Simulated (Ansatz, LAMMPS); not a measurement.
**Ga2O3 with crystalline order left by the classical run (100 atoms): support functions against a reference**

Aim: test how closely localised support functions follow the reference on Ga2O3 with crystalline order left by the classical run (100 atoms), and at what cost. A setting counts as converged where the r.m.s. difference of forces stays under 1 % of the r.m.s. force.

Program: Ansatz 0.2.0. Level of theory: Kohn-Sham DFT, PBE, PAW (set soft_2), plane waves. Results are calculated unless marked as measured.

**What experiment says.** The optical band gap of a magnetron-sputtered, nitrogen-annealed Ga2O3 film, amorphous by X-ray diffraction but with some nanocrystallites and oxygen deficiency, was obtained from its UV-visible transmittance (“Ultra‐High Performance Amorphous Ga2O3 Photodetector Arrays for Solar‐Blind Imaging”, 2021, PMC8529488): optical gap 4.98 eV.

This is a report of a sequence of runs, with most program output left out.

## (1) The starting structure

The cell holds 100 atoms: 40 Ga and 60 O. Its edges and angles: a = 10.044 Å, b = 10.044 Å, c = 10.044 Å, α = 90.0°, β = 90.0°, γ = 90.0°. 100 atoms (40 Fe, 60 O) placed at random at 4.44 g/cm³, melted at 5000 K for 10 ps at fixed volume with the Morse and Coulomb pair potential with partial charges (Pedone, Malavasi, Menziani, Cormack and Segre, J. Phys. Chem. B 110, 11780 (2006)). Quenched from 5000 K to 300 K at 100 K/ps and fixed volume, held 10 ps at zero pressure, then minimised at fixed cell. Then Fe was replaced by Ga and the cell scaled by 1.003 (the potential has no terms for the new elements, so the cell is a start for a DFT relaxation).

Before any run, some limits are plain. The quench rate of 100 K/ps far exceeds what a furnace or splat quench reaches, so expect more defects and frozen-in strain than in a real sample. The network of bonds at the start is that of the classical potential that made the cell, and needn't be the one that DFT or experiment would give. The Brillouin zone is sampled at Γ only, in a cell whose shortest periodic width is 10 Å.

## (2) Making the structure

A classical potential makes the cell, at a small fraction of what the same run would cost in DFT.

This step: classical MD, Morse and Coulomb pair potential with partial charges (Pedone, Malavasi, Menziani, Cormack and Segre, J. Phys. Chem. B 110, 11780 (2006)) (LAMMPS 22 Jul 2025 - Update 4).

Contents of in.lmp:

```
# melt-quench of Fe40O60
units metal
atom_style charge
boundary p p p
region box block 0 10.6133 0 10.6133 0 10.6133
create_box 2 box
mass 1 55.8450   # Fe
mass 2 15.9990   # O
create_atoms 1 random 40 598947 NULL overlap 1.5 maxtry 2000
create_atoms 2 random 60 598954 NULL overlap 1.5 maxtry 2000
pair_style hybrid/overlay pedone 5.5 coul/long 8.0
pair_coeff * * coul/long
pair_coeff 1 2 pedone 0.418981 1.620376 2.382183 2   # Fe-O
pair_coeff 2 2 pedone 0.042395 1.379316 3.618701 22   # O-O
set type 1 charge 1.8
set type 2 charge -1.2
kspace_style pppm 1.0e-4
neigh_modify delay 0 every 1 check yes
thermo_style custom step time temp pe press density
thermo_modify norm yes
timestep 0.002
thermo 100
min_style cg
minimize 1e-4 1e-4 200 2000
reset_timestep 0
velocity all create 5000 598948 mom yes dist gaussian
fix lim all nve/limit 0.05
fix lan all langevin 5000 5000 0.2 598949 zero yes
thermo 500
run 1000 post no
unfix lim
unfix lan
thermo 833
fix md all nvt temp 5000 5000 0.2
run 5000 post no
unfix md
thermo 2350
fix md all nvt temp 5000 300 0.2
run 23500 post no
unfix md
thermo 1666
fix md all npt temp 300 300 0.2 iso 0 0 2
run 5000 post no
unfix md
thermo 100
min_style cg
minimize 0 1e-3 2000 20000
write_dump all custom glass.dump id type xs ys zs modify sort id
```

On the command line:

```bash
$ lmp -in in.lmp -log none -nocite
```

Run time: 15 s. Hardware: 1 thread of Arm Neoverse V2, shared host; peak memory 0.071 GiB.

## (3) Plane-wave single point

The first run uses the default basis; a harder plane-wave run follows as the reference for the support functions.

Contents of input.yaml:

```yaml
crystal:
  lattice:
    - [10.04407, 0.0, 0.0]
    - [0.0, 10.04407, 0.0]
    - [0.0, 0.0, 10.04407]
  atoms:
    - { symbol: Ga, position: [0.75672, 0.13839, 0.37233] }
    - { symbol: Ga, position: [0.75884, 0.32205, 0.62576] }
    - { symbol: Ga, position: [0.23537, 0.69813, 0.08063] }
    - { symbol: Ga, position: [0.50308, 0.88714, 0.29846] }
    - { symbol: Ga, position: [0.49281, 0.74433, 0.55733] }
    - { symbol: Ga, position: [0.49921, 0.60449, 0.21124] }
    - { symbol: Ga, position: [0.2304, 0.43052, 0.9838] }
    - { symbol: Ga, position: [0.74124, 0.60845, 0.70684] }
    - { symbol: Ga, position: [0.45756, 0.69369, 0.86833] }
    - { symbol: Ga, position: [0.25629, 0.61158, 0.67813] }
    - { symbol: Ga, position: [0.26139, 0.42911, 0.2816] }
    - { symbol: Ga, position: [0.22154, 0.15221, 0.88395] }
    - { symbol: Ga, position: [0.97155, 0.26608, 0.09293] }
    - { symbol: Ga, position: [0.00885, 0.33549, 0.75918] }
    - { symbol: Ga, position: [0.22068, 0.10276, 0.2064] }
    - { symbol: Ga, position: [0.96325, 0.90666, 0.26225] }
    - { symbol: Ga, position: [0.01522, 0.79726, 0.58704] }
    - { symbol: Ga, position: [0.71455, 0.50861, 0.9596] }
    - { symbol: Ga, position: [0.71187, 0.36185, 0.18626] }
    - { symbol: Ga, position: [0.01217, 0.28213, 0.3865] }
    - { symbol: Ga, position: [0.73187, 0.15545, 0.86289] }
    - { symbol: Ga, position: [0.45692, 0.2413, 0.06766] }
    - { symbol: Ga, position: [0.49063, 0.13854, 0.69948] }
    - { symbol: Ga, position: [0.97871, 0.57012, 0.18171] }
    - { symbol: Ga, position: [0.25455, 0.99051, 0.45562] }
    - { symbol: Ga, position: [0.44747, 0.95204, 0.981] }
    - { symbol: Ga, position: [0.00348, 0.06603, 0.67735] }
    - { symbol: Ga, position: [0.47218, 0.41295, 0.79888] }
    - { symbol: Ga, position: [0.49472, 0.1575, 0.39158] }
    - { symbol: Ga, position: [0.70505, 0.06927, 0.10478] }
    - { symbol: Ga, position: [0.99066, 0.61858, 0.83675] }
    - { symbol: Ga, position: [0.25295, 0.72552, 0.36082] }
    - { symbol: Ga, position: [0.51319, 0.44506, 0.4749] }
    - { symbol: Ga, position: [0.02561, 0.5237, 0.52011] }
    - { symbol: Ga, position: [0.73677, 0.79814, 0.05399] }
    - { symbol: Ga, position: [0.75722, 0.93254, 0.53681] }
    - { symbol: Ga, position: [0.75993, 0.63366, 0.41022] }
    - { symbol: Ga, position: [0.2641, 0.26808, 0.54213] }
    - { symbol: Ga, position: [0.73588, 0.87869, 0.79674] }
    - { symbol: Ga, position: [0.23169, 0.89301, 0.78116] }
    - { symbol: O, position: [0.15336, 0.67558, 0.51744] }
    - { symbol: O, position: [0.91385, 0.54786, 0.36426] }
    - { symbol: O, position: [0.66624, 0.77268, 0.62898] }
    - { symbol: O, position: [0.89034, 0.08992, 0.49709] }
    - { symbol: O, position: [0.29689, 0.28379, 0.15542] }
    - { symbol: O, position: [0.33329, 0.54807, 0.84964] }
    - { symbol: O, position: [0.16129, 0.16096, 0.39929] }
    - { symbol: O, position: [0.3723, 0.77892, 0.7057] }
    - { symbol: O, position: [0.35436, 0.29542, 0.90273] }
    - { symbol: O, position: [0.64416, 0.24744, 0.49235] }
    - { symbol: O, position: [0.38314, 0.04358, 0.2896] }
    - { symbol: O, position: [0.37856, 0.77154, 0.19844] }
    - { symbol: O, position: [0.58992, 0.91696, 0.13385] }
    - { symbol: O, position: [0.38616, 0.09855, 0.54226] }
    - { symbol: O, position: [0.60198, 0.19456, 0.22442] }
    - { symbol: O, position: [0.13806, 0.94548, 0.59402] }
    - { symbol: O, position: [0.40974, 0.32212, 0.64766] }
    - { symbol: O, position: [0.62989, 0.29465, 0.76912] }
    - { symbol: O, position: [0.1112, 0.74338, 0.76673] }
    - { symbol: O, position: [0.78656, 0.97128, 0.95577] }
    - { symbol: O, position: [0.93162, 0.35406, 0.55638] }
    - { symbol: O, position: [0.60414, 0.73038, 0.37055] }
    - { symbol: O, position: [0.8505, 0.27531, 0.28932] }
    - { symbol: O, position: [0.39997, 0.31757, 0.38824] }
    - { symbol: O, position: [0.88666, 0.90742, 0.68472] }
    - { symbol: O, position: [0.1632, 0.41068, 0.45492] }
    - { symbol: O, position: [0.88082, 0.81583, 0.43329] }
    - { symbol: O, position: [0.11021, 0.48774, 0.71663] }
    - { symbol: O, position: [0.37588, 0.83903, 0.45144] }
    - { symbol: O, position: [0.81427, 0.70382, 0.87778] }
    - { symbol: O, position: [0.09171, 0.58024, 0.99395] }
    - { symbol: O, position: [0.07358, 0.38409, 0.20844] }
    - { symbol: O, position: [0.14428, 0.89847, 0.31644] }
    - { symbol: O, position: [0.80867, 0.00799, 0.24521] }
    - { symbol: O, position: [0.37718, 0.57025, 0.35993] }
    - { symbol: O, position: [0.04194, 0.10374, 0.15927] }
    - { symbol: O, position: [0.87897, 0.19436, 0.75438] }
    - { symbol: O, position: [0.68955, 0.50349, 0.55872] }
    [... 16 atom lines left out ...]
    - { symbol: O, position: [0.62508, 0.47953, 0.30258] }
    - { symbol: O, position: [0.14361, 0.64072, 0.23911] }
    - { symbol: O, position: [0.09739, 0.01743, 0.8479] }
    - { symbol: O, position: [0.56387, 0.11536, 0.96534] }
    - { symbol: O, position: [0.61913, 0.99797, 0.42426] }
    - { symbol: O, position: [0.36431, 0.03764, 0.79729] }
kpoints:
  mp_grid: { grid: [1, 1, 1] }
hamiltonian:
  xc: pbe
scf:
  occupations: { method: fixed }
output:
  forces: true
  stress: true
  populations: intrinsic
  dos:
    method: { smearing: { sigma: 0.1 } }
    de: 0.1
    projected: { site_lists: { Ga: [Ga], O: [O] } }
  eigenvalues: true
  write_density: true
  write_potential: true
  volumetric_format: npy
  elf: true
```

On the command line:

```bash
$ ansatz run input.yaml --threads 4 --pin off --max-ram 8192MiB --backend cpu --events-out ev --progress --plain --runs-dir out
```

It took 27 s on 4 threads of Arm Neoverse V2, shared host; peak memory 1.7 GiB; 1.7 min of CPU time.

The run gave:

```yaml
free_energy: -185380.4652 eV
free_energy_per_atom: -1853.8047 eV/atom
scf_cycles: 10
pressure: 5.291 GPa
r_m_s_force_component: 0.3501 eV/Å
longest_force: 1.31 eV/Å
fermi_energy: 9.156 eV
spacing_of_highest_filled_and_lowest_empty_level: 1.539 eV
```

The r.m.s. force component of 0.35 eV/Å sets the scale for the differences below.

## (4) Plane waves at 750 eV (750 eV)

The grid of the support functions holds more waves than the default cutoff, so they are judged against a harder plane-wave run.

input.yaml, the sections that differ from step 3:

```yaml
output:
  forces: true
  eigenvalues: true
basis:
  ecutwfc: "750 eV"
# crystal, kpoints, hamiltonian, scf: as in step 3
```

Run time: 33 s. Hardware: 4 threads; peak memory 3.3 GiB; 2.1 min of CPU time.

Forces differ from the reference by 0.89 meV/Å r.m.s., 0.26 % of their size, well within a tolerance of 1 %; the energy by -5.1 meV/atom.

## (5) Support functions medium

With localised support functions most steps grow linearly with size, though the diagonalisation grows faster unless the density matrix is cut; this run measures error and cost at this size. Besides, the program derives a nominal cutoff of 464 eV for this run, against the reference's 750.

This step: Kohn-Sham DFT, PBE, PAW (set soft_2), localised support functions (medium) (Ansatz 0.2.0).

input.yaml, the sections that differ from step 4:

```yaml
scf:
  occupations: { method: fixed }
  eigensolver: { kind: { support_functions: { accuracy: medium } } }
  max_iter: 150
# crystal, kpoints, hamiltonian, output: as in step 4
# basis: removed
```

Wall time 2.2 min (4 threads); peak memory 4.2 GiB; 8.8 min of CPU time.

The program notes that the band table was not solved further than the SCF left it and it switched symmetry off.

Keys that differ from the reference: basis.ecutwfc removed, support_functions.accuracy = "medium" and scf.max_iter = 150.

Forces differ from the reference by 0.53 meV/Å r.m.s., 0.15 % of their size, well within a tolerance of 1 %; the energy by -0.81 meV/atom. It took 4.1 times the reference's time (shared host, so rough).

## (6) Support functions low

With localised support functions most steps grow linearly with size, though the diagonalisation grows faster unless the density matrix is cut; this run measures error and cost at this size. Besides, the program derives a nominal cutoff of 420 eV for this run, against the reference's 750.

This step: Kohn-Sham DFT, PBE, PAW (set soft_2), localised support functions (low) (Ansatz 0.2.0).

input.yaml, the sections that differ from step 5:

```yaml
scf:
  occupations: { method: fixed }
  eigensolver: { kind: { support_functions: { accuracy: low } } }
  max_iter: 150
# crystal, kpoints, hamiltonian, output: as in step 5
```

Run time: 97 s. Hardware: 4 threads; peak memory 3.5 GiB.

Keys that differ from the reference: basis.ecutwfc removed, support_functions.accuracy = "low" and scf.max_iter = 150.

Forces differ from the reference by 0.64 meV/Å r.m.s., 0.18 % of their size, well within a tolerance of 1 %; the energy by -0.83 meV/atom. It took 3.0 times the reference's time (shared host, so rough).

## (7) Support functions medium, radius 3.31 Å

The radius confines each support function; a larger one gives more freedom and more work per atom. Besides, the program derives a nominal cutoff of 464 eV for this run, against the reference's 750.

This step: Kohn-Sham DFT, PBE, PAW (set soft_2), localised support functions (medium) (Ansatz 0.2.0).

input.yaml, the sections that differ from step 6:

```yaml
scf:
  occupations: { method: fixed }
  eigensolver: { kind: { support_functions: { accuracy: medium, radius: 3.31 } } }
  max_iter: 150
# crystal, kpoints, hamiltonian, output: as in step 6
```

It took 2.1 min on 4 threads; peak memory 4 GiB; 8.4 min of CPU time.

Keys that differ from the reference: basis.ecutwfc removed, support_functions.accuracy = "medium", support_functions.radius = 3.31 and scf.max_iter = 150.

Forces differ from the reference by 0.60 meV/Å r.m.s., 0.17 % of their size, well within a tolerance of 1 %; the energy by -0.81 meV/atom. It took 3.9 times the reference's time (shared host, so rough).

## (8) Support functions medium, radius 3.59 Å

input.yaml, the sections that differ from step 7:

```yaml
scf:
  occupations: { method: fixed }
  eigensolver: { kind: { support_functions: { accuracy: medium, radius: 3.59 } } }
  max_iter: 150
# crystal, kpoints, hamiltonian, output: as in step 7
```

The job ended after 3.1 min (4 threads; peak memory 4.7 GiB; 12 min of CPU time).

Keys that differ from the reference: basis.ecutwfc removed, support_functions.accuracy = "medium", support_functions.radius = 3.59 and scf.max_iter = 150.

Forces differ from the reference by 0.46 meV/Å r.m.s., 0.13 % of their size, well within a tolerance of 1 %; the energy by -0.81 meV/atom. It took 5.7 times the reference's time (shared host, so rough).

## (9) A changed input

A doubtful change is made on purpose, to see how the program answers.

This step: Kohn-Sham DFT, PBE, PAW (set soft_2), plane waves (Ansatz 0.2.0).

input.yaml, the sections that differ from step 8:

```yaml
scf:
  max_iter: 50
output:
  forces: true
# crystal, kpoints, hamiltonian: as in step 8
```

Wall time 0.02 s (4 threads); peak memory 0.022 GiB; 0.02 s of CPU time.

The input was rejected at the start.

The program's message: “Error: YAML parse error: `scf.occupations.method` is required: fixed only where the cell keeps a band gap throughout the run, explicit beside scf.occupations.values (under evaluate: without them), els …”

The fault in the input: no occupation method (scf.occupations.method removed). The fix is to set scf.occupations.method back to "fixed".

## (10) The ladder side by side

Each row is set against the plane-wave reference (Kohn-Sham DFT, PBE, PAW (set soft_2), plane waves; r.m.s. force component 0.350 eV/Å). Energies are set beside the reference only for runs with its functional, potentials and electron count. Times are for 4 threads of Arm Neoverse V2, shared host. The reference's time includes the DOS, ELF, the stress and grids, which some other runs skip.

```csv
run,"Δ force, r.m.s. (meV/Å)",share of r.m.s. force (%),Δ energy (meV/atom),Δ gap (eV),cycles,time,host memory (GiB)
reference,-,-,-,-,10,27 s,1.7
plane waves at 750 eV (750 eV),0.894,0.256,-5.05,0.0018,10,33 s,3.3
```

## (11) What each setting buys

Differences are against the run with plane waves at 750 eV (Kohn-Sham DFT, PBE, PAW (set soft_2), plane waves), whose r.m.s. force component is 0.350 eV/Å. Energies are set beside the reference only for runs with its functional, potentials and electron count. Times are for 4 threads of Arm Neoverse V2, shared host.

```csv
run,"Δ force, r.m.s. (meV/Å)",share of r.m.s. force (%),Δ energy (meV/atom),Δ gap (eV),cycles,time,host memory (GiB)
reference,-,-,-,-,10,33 s,3.3
support functions medium,0.528,0.151,-0.811,-1.0e-4,15,2.2 min,4.2
support functions low,0.643,0.183,-0.835,-5.0e-4,12,97 s,3.5
"support functions medium, radius 3.31 Å",0.596,0.170,-0.810,-1.0e-4,15,2.1 min,4.0
"support functions medium, radius 3.59 Å",0.459,0.131,-0.808,1.0e-4,17,3.1 min,4.7
```

[end of part 1 of 2]

[Logs are printed without paths, hosts, clocks, repeated set-up lines and the standing remarks that a program may print on its own settings, such as how far it seeks lower states.]

[Hosts, paths, dates, database ids (printed as entryN), source tags and the programs' standing remarks are cut or masked in the printed files.]
